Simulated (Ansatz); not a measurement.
# What CdInCl3 (model cell, started as cubic perovskite with Cd in the octahedra) distorts into, part 2 of 2

Which phase does CdInCl3 (model cell, started as cubic perovskite with Cd in the octahedra) fall into along its unstable mode, and how much energy does it gain?

Ansatz 0.2.0; DFT PBEsol, scalar-relativistic, plane waves, PAW; PAW set soft_1.

So far. Step 5 (Energy along the mode, all amplitudes (two of the runs …): The lowest of the steps tried is the last one, at 0.6 Å, 22.7 meV/atom below the parent; the bottom of the well need not coincide with a step. Step 7 (The new phase in its own primitive cell): The largest force component left is 0.20 meV/Å and the pressure is -0.002 GPa, within the tolerances set. The cell now holds 26.15 Å³/atom. The relaxed cell has a = 7.049, c = 5.263 Å (conventional setting).

The structure was built from a prototype and need not be the compound's stable phase.

### 8. Modes of the new phase, k-mesh 4×4×4

A relaxed structure may still be a saddle point, so its zone-centre modes are computed. The response to a homogeneous field gives the Born charges and the dielectric tensor.

Contents of input.yaml:

```yaml
crystal:
  lattice:
    - [7.048547335, 0.0, 0.0]
    - [0.0, 7.048547335, 0.0]
    - [0.0, 0.0, 5.2632679419]
  atoms:
    - { symbol: In, position: [0.5, 0.0, 0.0] }
    - { symbol: In, position: [0.0, 0.5, 0.0] }
    - { symbol: Cd, position: [0.0, 0.0, 0.5] }
    - { symbol: Cd, position: [0.5, 0.5, 0.5] }
    - { symbol: Cl, position: [0.8174351693, 0.3174351693, 0.5] }
    - { symbol: Cl, position: [0.1825648307, 0.6825648307, 0.5] }
    - { symbol: Cl, position: [0.6825648307, 0.8174351693, 0.5] }
    - { symbol: Cl, position: [0.3174351693, 0.1825648307, 0.5] }
    - { symbol: Cl, position: [0.0, 0.0, 0.0] }
    - { symbol: Cl, position: [0.5, 0.5, 0.0] }
kpoints:
  mp_grid: { grid: [4, 4, 4] }
hamiltonian:
  xc: pbesol
  pseudopotentials: { kind: paw, azcp: { folder: soft_1 }, xc_functional: pbe }
scf:
  occupations: { method: fixed }
output:
  eigenvalues: true
phonons:
  method: dfpt
  dielectric: true
  rigid_motions: translations
```

The run is started by

```sh
> ansatz run input.yaml --threads 4 --pin off --max-ram 16384MiB --backend cpu --events-out ev --progress --plain --runs-dir out
```

Wall time 3.6 min (4 threads of Arm Neoverse V2, shared host); peak memory 2.7 GiB; 14 min of CPU time.

This step gave:

```
sum-rule residual before enforcement                    : 9.10e-5 eV/Å²
miss of the charge sum rule                             : 0.01337 e
estimated error of the dielectric tensor                : 0.01502
estimated error of the Born charges                     : 0.03387 e
point group                                             : 4/mmm
highest optical mode at the zone centre (no LO-TO term) : 267.8 cm⁻¹
lowest optical zone-centre mode                         : -27.3 cm⁻¹
mean high-frequency dielectric constant                 : 4.530
largest Born charge (third of the trace)                : 2.696 e
top of the zone-centre spectrum with the field          : 267.8 cm⁻¹
```

Without the LO-TO term. Patterns of degenerate modes are one choice out of their space. The modes at Γ (shares of kinetic energy by element, %) (negative means imaginary):

```
mode  frequency (cm⁻¹)  symmetry  In %  Cd %  Cl %
   1             -27.3        Eu    65     3    32
   2             -27.3        Eu    65     3    32
   3             -20.1        Eu    64     5    31
   4             -20.1        Eu    64     5    31
   5               0.0  acoustic    34    34    32
   6               0.0  acoustic    34    34    32
   7               0.0  acoustic    34    34    32
   8              23.2       B1u    88     0    12
   9              37.2       A2u    63     9    28
  10              41.9        Eu     8     5    87
  11              41.9        Eu     8     5    87
  12              50.0       A1u     0    91     9
  13              56.4       A2u     2    48    49
  14              58.7        Eu     8    48    44
  15              58.7        Eu     8    48    44
  16              72.1       B1u    12     0    88
  17              94.5        Eu    19    13    68
  18              94.5        Eu    19    13    68
  19              99.7        Eg     0     0   100
  20              99.7        Eg     0     0   100
  21             111.6       A1g     0     0   100
  22             141.9        Eu     1    79    20
  23             141.9        Eu     1    79    20
  24             148.5       B1g     0     0   100
  25             153.1       B2g     0     0   100
  26             218.2       A1u     0     9    91
  27             221.6       A2u     0     9    91
  28             244.6        Eu     0    13    87
  29             244.6        Eu     0    13    87
  30             267.8       A2g     0     0   100
```

Displacements in mode 2 (-27.3 cm⁻¹), the largest set to 1:
```
In1 -0.08 -0.62  0.00
In2  0.50  0.79  0.00
Cd3 -0.13  0.12  0.00
Cd4 -0.01 -0.18  0.00
Cl5 -0.01  0.04  0.00
Cl6 -0.01  0.04  0.00
Cl7 -0.07 -0.08  0.00
Cl8 -0.07 -0.08  0.00
Cl9 -0.02 -1.00  0.00
Cl10-0.72  0.69  0.00
```

Displacements in mode 21 (111.6 cm⁻¹), the largest set to 1:
```
In1  0.00  0.00  0.00
In2  0.00  0.00  0.00
Cd3  0.00  0.00  0.00
Cd4  0.00  0.00  0.00
Cl5 -1.00 -1.00  0.00
Cl6  1.00  1.00  0.00
Cl7  1.00 -1.00  0.00
Cl8 -1.00  1.00  0.00
Cl9  0.00  0.00  0.00
Cl10 0.00  0.00  0.00
```

Optical modes at the zone centre, without and with the macroscopic field of the longitudinal modes; each column is sorted by frequency, so a row need not hold one and the same mode. Modes with and without the field, by row:

```
rank among optical modes  no field (cm⁻¹)  q along (1, 0, 0) (cm⁻¹)  q along (0, 0, 1) (cm⁻¹)
                       1            -27.3                     -27.3                     -27.3
                       2            -27.3                     -26.4                     -27.3
                       3            -20.1                     -20.1                     -20.1
                       4            -20.1                      23.2                     -20.1
                       5             23.2                      35.3                      23.2
                       6             37.2                      37.2                      41.9
                       7             41.9                      41.9                      41.9
                       8             41.9                      43.6                      46.8
                       9               50                        50                        50
                      10             56.4                      56.4                      58.7
                      11             58.7                      58.7                      58.7
                      12             58.7                      72.1                      72.1
                      13             72.1                      81.8                      94.5
                      14             94.5                      94.5                      94.5
                      15             94.5                      99.7                      99.7
                      16             99.7                      99.7                      99.7
                      17             99.7                     111.6                     111.6
                      18            111.6                     113.7                     141.9
                      19            141.9                     141.9                     141.9
                      20            141.9                     148.5                     142.8
                      21            148.5                     153.1                     148.5
                      22            153.1                     155.6                     153.1
                      23            218.2                     218.2                     218.2
                      24            221.6                     221.6                     244.6
                      25            244.6                     244.6                     244.6
                      26            244.6                     266.6                     249.4
                      27            267.8                     267.8                     267.8
```

Born charge (rows field, columns displacement) (e), principal values of the symmetric part by kind of site:

```
atom  atoms with these values    low  middle   high   mean
 In1                        2   1.42    2.15   2.52   2.03
 Cd3                        2   2.69    2.69   2.71   2.70
 Cl5                        4  -1.93   -1.53  -1.20  -1.55
 Cl9                        2  -2.17   -1.35  -1.35  -1.62
```

In full for Cd3:

```
 2.69 -0.04  0.00
 0.04  2.69  0.00
 0.00  0.00  2.71
```

High-frequency dielectric tensor:

```
4.46 0.00 0.00
0.00 4.46 0.00
0.00 0.00 4.66
```

Transverse modes; imaginary modes are left out. Infrared lines, with heights relative to the strongest:

```
position (cm⁻¹)  label  relative intensity
             23    B1u                 0.0
             37    A2u                  67
             42     Eu                 2.7
             50    A1u                 0.0
             56    A2u                  75
             59     Eu                  51
             72    B1u                 0.0
             94     Eu                  26
            100     Eg                 0.0
            112    A1g                 0.0
            142     Eu                  29
            148    B1g                 0.0
            153    B2g                 0.0
            218    A1u                 0.0
            222    A2u                  50
            245     Eu                 100
            268    A2g                 0.0
```

Before it was imposed, the acoustic sum rule was missed by 9.1e-5 eV/Å² and the charge sum rule by 0.013 e. Small misses are needed for a sound result but don't prove that mesh and cutoff are converged. The lowest optical mode is imaginary, 27.3i cm⁻¹, so the energy falls along it.

The log warns of the k mesh: “the force constants stand on the 4×4×4 k-mesh, whose period is 13.23 times the interband length at k = (0.0000, 0.0000, -0.5000), direct gap 3.773 eV, under 14: take them and everything formed from them as unconverged”.

### 9. What came out

| Item | Value |
| --- | --- |
| unstable mode of the parent | q = (0, -0.5, -0.5), 72i cm⁻¹ |
| depth at the lowest point sampled | 22.7 meV/atom |
| largest atomic shift at that point | 0.6 Å |
| space group reached (within 0.01 Å) | P4/mbm |
| energy gained over the parent (first relaxation, on the mesh of the frozen mode) | 29.3 meV/atom |
| volume per atom, phase reached | 26.1 Å³ |
| gap on the k-mesh, phase reached | 1.60 eV |
| lowest optical zone-centre mode, phase reached | -27.3 cm⁻¹ |
| highest optical mode at the zone centre (no LO-TO term), phase reached | 268 cm⁻¹ |

Along this mode the structure falls into P4/mbm, 29.3 meV/atom below the parent. At the parent's cell the well is 22.73 meV/atom deep on the steps tried, with its lowest point at a shift of 0.6 Å. That is the last step tried, so the steps alone don't bracket the bottom of the well. Relaxing atoms and cell changes the gain by +6.57 meV/atom against the lowest step (energies at zero smearing). The new phase still has an imaginary mode at the zone centre of its cell, so it is a saddle point on the way to a lower structure. Of the 4 patterns followed to their end from this parent, this one ends 2.70 meV/atom above the lowest, Imma. Another end point lies within 1 meV/atom; how such a difference moves with mesh and cutoff was not tested. Each path keeps the symmetry of its pattern, so a lower phase may lie along a pattern not tried. With the field response the log warns that the k mesh is coarse for the force constants too, so the frequencies may not be converged. The PAW files were made for PBE and serve the other functionals too. The starting cell was built on a prototype and not taken from a measurement, so the phase need not exist.

[Logs are printed without paths, hosts, clocks, repeated set-up lines and the standing remarks that a program may print on its own settings, such as how far it seeks lower states.]

[Hosts, paths, dates, database ids (printed as entryN), source tags and the programs' standing remarks are cut or masked in the printed files.]
